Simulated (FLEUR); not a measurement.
# Collinear magnetic orders of LuFe2B2 with FLEUR, part 2 of 3

Does LuFe2B2 prefer parallel or opposed moments?

FLEUR MaX-R8.1; LDA (VWN); all-electron FLAPW, Dirac cores, scalar-relativistic bands.

So far. Step 2 (Run 1 (ferro ++)): After 32 cycles the largest moment stands at 1.11 μB.

The database entry behind the starting cell has ideal inner coordinates that were not refined, so it need not match the best structure at ambient conditions.

## (3) Run 2 (antiferro +-)

An opposed order shows whether neighbours prefer unlike signs.

inp.xml

```
<?xml version="1.0" encoding="UTF-8" standalone="no"?>
<fleurInput fleurInputVersion="0.39">
   <comment>
      LuFe2B2
   </comment>
   <calculationSetup>
      <cutoffs Kmax="4.29" Gmax="12.9" GmaxXC="12.9" numbands="0"/>
      <scfLoop itmax="90" minDistance="0.00002" maxIterBroyd="15" imix="Anderson" alpha="0.05" precondParam="0.0" spinf="2.0" sdNocoIR="T"/>
      <coreElectrons ctail="T" frcor="F" kcrel="0" coretail_lmax="0"/>
      <xcFunctional name="vwn" relativisticCorrections="F"/>
      <magnetism jspins="2"/>
      <soc l_soc="F" theta="0.0" phi="0.0" spav="F"/>
      <expertModes spex="0" secvar="F"/>
      <geometryOptimization l_f="F" forcealpha="1.0" forcemix="BFGS" epsdisp="0.00001" epsforce="0.00001"/>
      <ldaU l_linMix="F" mixParam="0.05" spinf="1.0"/>
   </calculationSetup>
   <cell>
      <bzIntegration valenceElectrons="63.0" mode="hist" fermiSmearingEnergy="0.00110248">
         <kPointListSelection listName="default-1"/>
         <xi:include xmlns:xi="http://www.w3.org/2001/XInclude" href="kpts.xml"> </xi:include>
      </bzIntegration>
      <xi:include xmlns:xi="http://www.w3.org/2001/XInclude" href="sym.xml"> </xi:include>
      <bulkLattice scale="1.0">
         <bravaisMatrix>
            <row-1>   -3.3060758549877001     3.3060758549877001     8.7758881226423995</row-1>
            <row-2>    3.3060758549877001    -3.3060758549877001     8.7758881226423995</row-2>
            <row-3>    3.3060758549877001     3.3060758549877001    -8.7758881226423995</row-3>
         </bravaisMatrix>
      </bulkLattice>
   </cell>
   <atomSpecies>
      <species name="Lutetium (Lu)" element="Lu" atomicNumber="71">
         <mtSphere radius="2.8" gridPoints="925" logIncrement="0.014"/>
         <atomicCutoffs lmax="10" lnonsphr="8"/>
         <electronConfig flipSpins="F">
            <coreConfig>(1s1/2) (2s1/2) (2p1/2) (2p3/2) (3s1/2) (3p1/2) (3p3/2) (4s1/2) (3d3/2) (3d5/2) (4p1/2) (4p3/2) (4d3/2) (4d5/2)</coreConfig>
            <valenceConfig>(5s1/2) (5p1/2) (5p3/2) (6s1/2) (4f5/2) (4f7/2) (5d3/2) (5d5/2)</valenceConfig>
            <stateOccupation state="(5d3/2)" spinUp="0.200000" spinDown="0.200000"/>
            <stateOccupation state="(5d5/2)" spinUp="0.300000" spinDown="0.300000"/>
         </electronConfig>
         <energyParameters s="6" p="6" d="5" f="4"/>
         <lo type="SCLO" l="0" n="5" eDeriv="0"/>
         <lo type="SCLO" l="1" n="5" eDeriv="0"/>
      </species>
      <species name="Iron (Fe) 2.801" element="Fe" atomicNumber="26">
         <mtSphere radius="2.28" gridPoints="753" logIncrement="0.016"/>
         <atomicCutoffs lmax="8" lnonsphr="6"/>
         <electronConfig flipSpins="F">
            <coreConfig>(1s1/2) (2s1/2) (2p1/2) (2p3/2)</coreConfig>
            <valenceConfig>(3s1/2) (3p1/2) (3p3/2) (4s1/2) (3d3/2) (3d5/2)</valenceConfig>
            <stateOccupation state="(3d3/2)" spinUp="1.4005" spinDown="0.9995"/>
            <stateOccupation state="(3d5/2)" spinUp="3.0" spinDown="0.6"/>
         </electronConfig>
         <energyParameters s="4" p="4" d="3" f="4"/>
         <lo type="SCLO" l="0" n="3" eDeriv="0"/>
         <lo type="SCLO" l="1" n="3" eDeriv="0"/>
      </species>
      <species name="Iron (Fe) -2.801" element="Fe" atomicNumber="26">
         <mtSphere radius="2.28" gridPoints="753" logIncrement="0.016"/>
         <atomicCutoffs lmax="8" lnonsphr="6"/>
         <electronConfig flipSpins="F">
            <coreConfig>(1s1/2) (2s1/2) (2p1/2) (2p3/2)</coreConfig>
            <valenceConfig>(3s1/2) (3p1/2) (3p3/2) (4s1/2) (3d3/2) (3d5/2)</valenceConfig>
            <stateOccupation state="(3d3/2)" spinUp="0.9995" spinDown="1.4005"/>
            <stateOccupation state="(3d5/2)" spinUp="0.6" spinDown="3.0"/>
         </electronConfig>
         <energyParameters s="4" p="4" d="3" f="4"/>
         <lo type="SCLO" l="0" n="3" eDeriv="0"/>
         <lo type="SCLO" l="1" n="3" eDeriv="0"/>
      </species>
      <species name="Boron (B)" element="B" atomicNumber="5">
         <mtSphere radius="1.4" gridPoints="463" logIncrement="0.022"/>
         <atomicCutoffs lmax="6" lnonsphr="4"/>
         <electronConfig flipSpins="F">
            <coreConfig>(1s1/2)</coreConfig>
            <valenceConfig>(2s1/2) (2p1/2) (2p3/2)</valenceConfig>
            <stateOccupation state="(2p1/2)" spinUp="0.166667" spinDown="0.166667"/>
            <stateOccupation state="(2p3/2)" spinUp="0.333333" spinDown="0.333333"/>
         </electronConfig>
         <energyParameters s="2" p="2" d="3" f="4"/>
      </species>
   </atomSpecies>
   <atomGroups>
      <atomGroup species="Lutetium (Lu)">
         <relPos label="                   1">.0000000000 .0000000000 .0000000000</relPos>
         <force calculate="T" relaxXYZ="TTT"/>
      </atomGroup>
      <atomGroup species="Iron (Fe) 2.801">
         <relPos label="                   2">-1.000/4.000 1.000/4.000 1.000/2.000</relPos>
         <force calculate="T" relaxXYZ="TTT"/>
      </atomGroup>
      <atomGroup species="Iron (Fe) -2.801">
         <relPos label="                   3">1.000/4.000 -1.000/4.000 1.000/2.000</relPos>
         <force calculate="T" relaxXYZ="TTT"/>
      </atomGroup>
      <atomGroup species="Boron (B)">
         <relPos label="                   4">3.000/8.000 3.000/8.000 .0000000000</relPos>
         <relPos label="                   5">-3.000/8.000 -3.000/8.000 .0000000000</relPos>
         <force calculate="T" relaxXYZ="TTT"/>
      </atomGroup>
   </atomGroups>
   <output dos="F" band="F" slice="F">
      <bandDOS minEnergy="-.5*Htr" maxEnergy="0.5*Htr" sigma="0.015" storeEVData="T"/>
      <plotting iplot="0" polar="F">
         <plot TwoD="T" vec1="  1.0  0.0  0.0" vec2="  0.0  1.0  0.0" vec3="  0.0  0.0  1.0" zero="  0.0  0.0  0.0" file="plot"/>
      </plotting>
      <moessbauerParams electricFieldGradient="F" isomerShift="F" coreHyperfine="F" valenceHyperfine="F"/>
   </output>
</fleurInput>
```

crystal.txt

```
LuFe2B2
&input film=F cartesian=F /
-1.74950000000  1.74950000000  4.64400000000
1.74950000000  -1.74950000000  4.64400000000
1.74950000000  1.74950000000  -4.64400000000
1.8897261246
1.0 1.0 1.0

5
71 0.00000000000  0.00000000000  0.00000000000
26 0.75000000000  0.25000000000  0.50000000000 : 2.801
26 0.25000000000  0.75000000000  0.50000000000 : -2.801
5 0.37500000000  0.37500000000  0.00000000000
5 0.62500000000  0.62500000000  0.00000000000

&kpt div1=12 div2=12 div3=12 gamma=T /
```

The run is started by

```bash
$ OMP_NUM_THREADS=1 inpgen -f crystal.txt > inpgen.log  # inp.xml is then edited as shown
$ OMP_NUM_THREADS=1 mpirun -n 4 fleur_MPI > fleur.log
```

The program printed:

```text
[banner, memory and clock lines left out]
Welcome to FLEUR        (www.flapw.de)
      MaX-Release 8.1          (www.max-centre.eu)

 ========== k-point set info ==========
 Selected k-point list: default-1
 k-point list type: mesh
 0 x 0 x 0
 Number of k points: 164

 ------------Calculation Setup---------------------------
 Number of PE/node        :            4
 Number of OMP-threads    :            1
 k-points in parallel     :            4
 pe's per k-point         :            1
 No of k-point loops      :           41
 Eigenvalue solver        :       lapack
 Number of basis functions:          562
 Approximate size of matrices (H+S) per k-point:         0.009 GB
Nuclear radius smaller than smallest radial mesh point for atom type 4 -- skipping its core isomer shift
 Iteration:     1   Distance:      21.52372605 me/bohr^3
Nuclear radius smaller than smallest radial mesh point for atom type 4 -- skipping its core isomer shift
 Iteration:     2   Distance:      19.59692957 me/bohr^3
Nuclear radius smaller than smallest radial mesh point for atom type 4 -- skipping its core isomer shift
 Iteration:     3   Distance:      17.96673821 me/bohr^3
Nuclear radius smaller than smallest radial mesh point for atom type 4 -- skipping its core isomer shift
 Iteration:     4   Distance:      11.13106929 me/bohr^3
Nuclear radius smaller than smallest radial mesh point for atom type 4 -- skipping its core isomer shift
 Iteration:     5   Distance:      13.08989734 me/bohr^3
Nuclear radius smaller than smallest radial mesh point for atom type 4 -- skipping its core isomer shift
 Iteration:     6   Distance:      14.29997873 me/bohr^3
Nuclear radius smaller than smallest radial mesh point for atom type 4 -- skipping its core isomer shift
 Iteration:     7   Distance:       7.97931681 me/bohr^3
Nuclear radius smaller than smallest radial mesh point for atom type 4 -- skipping its core isomer shift
 Iteration:     8   Distance:       8.78945255 me/bohr^3
Nuclear radius smaller than smallest radial mesh point for atom type 4 -- skipping its core isomer shift
 Iteration:     9   Distance:       6.69009970 me/bohr^3
Nuclear radius smaller than smallest radial mesh point for atom type 4 -- skipping its core isomer shift
 Iteration:    10   Distance:       6.75222383 me/bohr^3
Nuclear radius smaller than smallest radial mesh point for atom type 4 -- skipping its core isomer shift
[... 33 iterations left out ...]
 Iteration:    44   Distance:       0.00003421 me/bohr^3
Nuclear radius smaller than smallest radial mesh point for atom type 4 -- skipping its core isomer shift
 Iteration:    45   Distance:       0.00003225 me/bohr^3
Nuclear radius smaller than smallest radial mesh point for atom type 4 -- skipping its core isomer shift
 Iteration:    46   Distance:       0.00002628 me/bohr^3
Nuclear radius smaller than smallest radial mesh point for atom type 4 -- skipping its core isomer shift
 Iteration:    47   Distance:       0.00002433 me/bohr^3
Nuclear radius smaller than smallest radial mesh point for atom type 4 -- skipping its core isomer shift
 Iteration:    48   Distance:       0.00002307 me/bohr^3
Nuclear radius smaller than smallest radial mesh point for atom type 4 -- skipping its core isomer shift
 Iteration:    49   Distance:       0.00002317 me/bohr^3
Nuclear radius smaller than smallest radial mesh point for atom type 4 -- skipping its core isomer shift
 Iteration:    50   Distance:       0.00002210 me/bohr^3
Nuclear radius smaller than smallest radial mesh point for atom type 4 -- skipping its core isomer shift
 Iteration:    51   Distance:       0.00002091 me/bohr^3
Nuclear radius smaller than smallest radial mesh point for atom type 4 -- skipping its core isomer shift
 Iteration:    52   Distance:       0.00002050 me/bohr^3
Nuclear radius smaller than smallest radial mesh point for atom type 4 -- skipping its core isomer shift
 Iteration:    53   Distance:       0.00001231 me/bohr^3

 ********************************************************************
 Run finished successfully
 Stop message:
   all done
 ********************************************************************

--- out.xml (last complete iteration) ---
<iteration numberForCurrentRun="   53" overallNumber="   53">
         [... left out ...]
         <bandgap value="0.0000000849" units="eV"/>
         <sumValenceSingleParticleEnergies value="-26.4285061090" units="Htr"/>
         <FermiEnergy value="0.3799904520" units="Htr"/>
         <valenceDensity>
            <mtCharges spin="1">
               <mtCharge atomType="1" total="11.7763950" s="1.1539411" p="3.1196487" d="0.4972465" f="6.9965779"/>
               <mtCharge atomType="2" total="7.5747657" s="1.2044377" p="3.2390492" d="3.1113988" f="0.0157073"/>
               <mtCharge atomType="3" total="7.5747624" s="1.2044376" p="3.2390491" d="3.1113955" f="0.0157073"/>
               <mtCharge atomType="4" total="0.5149157" s="0.1942282" p="0.3150332" d="0.0051248" f="0.0004715"/>
            </mtCharges>
            <mtCharges spin="2">
               <mtCharge atomType="1" total="11.7763950" s="1.1539411" p="3.1196487" d="0.4972465" f="6.9965779"/>
               <mtCharge atomType="2" total="7.5747622" s="1.2044376" p="3.2390491" d="3.1113954" f="0.0157073"/>
               <mtCharge atomType="3" total="7.5747655" s="1.2044377" p="3.2390492" d="3.1113986" f="0.0157073"/>
               <mtCharge atomType="4" total="0.5149157" s="0.1942282" p="0.3150332" d="0.0051248" f="0.0004715"/>
            </mtCharges>
            <spinDependentCharge spin="1" total="31.5000002" interstitial="3.5442457" mtSpheres="27.9557544"/>
            <spinDependentCharge spin="2" total="31.4999998" interstitial="3.5442457" mtSpheres="27.9557541"/>
            <totalCharge value="63.0000000000"/>
         </valenceDensity>
         [... left out ...]
         <magneticMomentsInMTSpheres units="muBohr">
            <globalMagMoment atomType="1" vec="0.00000   0.00000   0.00000"/>
            <localMagMoment atomType="1" vec="0.00000   0.00000   0.00000"/>
            <globalMagMoment atomType="2" vec="0.00000   0.00000   0.00000"/>
            <localMagMoment atomType="2" vec="0.00000   0.00000   0.00000"/>
            <globalMagMoment atomType="3" vec="0.00000   0.00000   0.00000"/>
            <localMagMoment atomType="3" vec="0.00000   0.00000   0.00000"/>
            <globalMagMoment atomType="4" vec="0.00000   0.00000   0.00000"/>
            <localMagMoment atomType="4" vec="0.00000   0.00000   0.00000"/>
         </magneticMomentsInMTSpheres>
         [... left out ...]
         <totalEnergy value="   -17162.8853185472" units="Htr">
            <sumOfEigenvalues value="   -10387.5556739251">
               <coreElectrons value="-10361.1271678161"/>
               <valenceElectrons value="-26.4285061090"/>
            </sumOfEigenvalues>
            <densityCoulombPotentialIntegral value="-28710.9666353216"/>
            <densityEffectivePotentialIntegral value="-29252.5531646190"/>
            <chargeDenXCDenIntegral value="-408.4216419350"/>
            <FockExchangeEnergyValence value="0.0000000000"/>
            <FockExchangeEnergyCore value="0.0000000000"/>
         [... left out ...]
            <tkbTimesEntropy value="0.0007315842"/>
            <freeEnergy value="-17162.8860501314"/>
            <extrapolationTo0K value="-17162.8856843393"/>
         </totalEnergy>
         <densityConvergence units="me/bohr^3">
            <chargeDensity spin="1" distance="0.0000073943"/>
            <chargeDensity spin="2" distance="0.0000077456"/>
            <overallChargeDensity distance="0.0000088159"/>
            <spinDensity distance="0.0000123134"/>
         </densityConvergence>
      </iteration>
```

Run time: 19 min. Hardware: 4 MPI ranks of Arm Neoverse V1, shared host; peak memory 0.5 GiB; 76 min of CPU time.

The spin moment in the muffin-tin sphere vanishes on all atoms.

Read from the output:

```
free energy                                                       : -467025.9214 eV
program's band gap on this mesh (in a metal only a level spacing) : 8.49e-8 eV
final state                                                       : non-magnetic
```

It lies 48.4 meV a seeded atom over the first start.

## (4) Start 3: no spin polarisation

A spinless run gives the zero against which the gain from the moments is read.

inp.xml, as its differences from that of step 3:

```diff
@@ -10,3 +10,3 @@
       <xcFunctional name="vwn" relativisticCorrections="F"/>
-      <magnetism jspins="2"/>
+      <magnetism jspins="1"/>
       <soc l_soc="F" theta="0.0" phi="0.0" spav="F"/>
@@ -44,3 +44,3 @@
       </species>
-      <species name="Iron (Fe) 2.801" element="Fe" atomicNumber="26">
+      <species name="Iron (Fe)" element="Fe" atomicNumber="26">
          <mtSphere radius="2.28" gridPoints="753" logIncrement="0.016"/>
@@ -50,17 +50,4 @@
             <valenceConfig>(3s1/2) (3p1/2) (3p3/2) (4s1/2) (3d3/2) (3d5/2)</valenceConfig>
-            <stateOccupation state="(3d3/2)" spinUp="1.4005" spinDown="0.9995"/>
-            <stateOccupation state="(3d5/2)" spinUp="3.0" spinDown="0.6"/>
-         </electronConfig>
-         <energyParameters s="4" p="4" d="3" f="4"/>
-         <lo type="SCLO" l="0" n="3" eDeriv="0"/>
-         <lo type="SCLO" l="1" n="3" eDeriv="0"/>
-      </species>
-      <species name="Iron (Fe) -2.801" element="Fe" atomicNumber="26">
-         <mtSphere radius="2.28" gridPoints="753" logIncrement="0.016"/>
-         <atomicCutoffs lmax="8" lnonsphr="6"/>
-         <electronConfig flipSpins="F">
-            <coreConfig>(1s1/2) (2s1/2) (2p1/2) (2p3/2)</coreConfig>
-            <valenceConfig>(3s1/2) (3p1/2) (3p3/2) (4s1/2) (3d3/2) (3d5/2)</valenceConfig>
-            <stateOccupation state="(3d3/2)" spinUp="0.9995" spinDown="1.4005"/>
-            <stateOccupation state="(3d5/2)" spinUp="0.6" spinDown="3.0"/>
+            <stateOccupation state="(3d3/2)" spinUp="1.200000" spinDown="1.200000"/>
+            <stateOccupation state="(3d5/2)" spinUp="1.800000" spinDown="1.800000"/>
          </electronConfig>
@@ -87,7 +74,4 @@
       </atomGroup>
-      <atomGroup species="Iron (Fe) 2.801">
+      <atomGroup species="Iron (Fe)">
          <relPos label="                   2">-1.000/4.000 1.000/4.000 1.000/2.000</relPos>
-         <force calculate="T" relaxXYZ="TTT"/>
-      </atomGroup>
-      <atomGroup species="Iron (Fe) -2.801">
          <relPos label="                   3">1.000/4.000 -1.000/4.000 1.000/2.000</relPos>
```

crystal.txt, as its differences from that of step 3:

```diff
@@ -10,4 +10,4 @@
 71 0.00000000000  0.00000000000  0.00000000000
-26 0.75000000000  0.25000000000  0.50000000000 : 2.801
-26 0.25000000000  0.75000000000  0.50000000000 : -2.801
+26 0.75000000000  0.25000000000  0.50000000000
+26 0.25000000000  0.75000000000  0.50000000000
 5 0.37500000000  0.37500000000  0.00000000000
```

The program printed:

```text
[banner, memory and clock lines left out]
Welcome to FLEUR        (www.flapw.de)
      MaX-Release 8.1          (www.max-centre.eu)

 ========== k-point set info ==========
 Selected k-point list: default-1
 k-point list type: mesh
 0 x 0 x 0
 Number of k points: 164

 [... set-up left out ...]
 Iteration:     1   Distance:      31.70332060 me/bohr^3
Nuclear radius smaller than smallest radial mesh point for atom type 3 -- skipping its core isomer shift
 Iteration:     2   Distance:      14.04930416 me/bohr^3
[...]
<FermiEnergy value="0.3799904386" units="Htr"/>
         [... left out ...]
         <totalEnergy value="   -17162.8853185328" units="Htr">
            <sumOfEigenvalues value="   -10387.5556744912">
               <coreElectrons value="-10361.1271686180"/>
               <valenceElectrons value="-26.4285058733"/>
            </sumOfEigenvalues>
         [... left out ...]
            <freeEnergy value="-17162.8860501333"/>
            <extrapolationTo0K value="-17162.8856843331"/>
         </totalEnergy>
         <densityConvergence units="me/bohr^3">
            <chargeDensity spin="1" distance="0.0000034320"/>
         </densityConvergence>
      </iteration>
```

Wall time 2.2 min (4 MPI ranks); peak memory 0.29 GiB; 8.9 min of CPU time.

Numbers from this step:

| Property | Result |
| --- | --- |
| free energy | -467025.9214 eV |
| program's band gap on this mesh (in a metal only a level spacing) | 2.56e-4 eV |
| final state | non-magnetic (no spin polarisation) |

It lies 48.4 meV a seeded atom over the first start.

(Continued in part 3 of 3.)

[Logs and program files are shortened in this print: banners, set-up blocks, solver, clock and traceback lines can be left out without a mark of their own.]

[Logs are printed without paths, hosts, clocks, repeated set-up lines and the standing remarks that a program may print on its own settings, such as how far it seeks lower states.]

[Hosts, paths, dates, database ids (printed as entryN), source tags and the programs' standing remarks are cut or masked in the printed files.]

[Where a cell is said to come from a database of computed structures, the database is the Materials Project.]
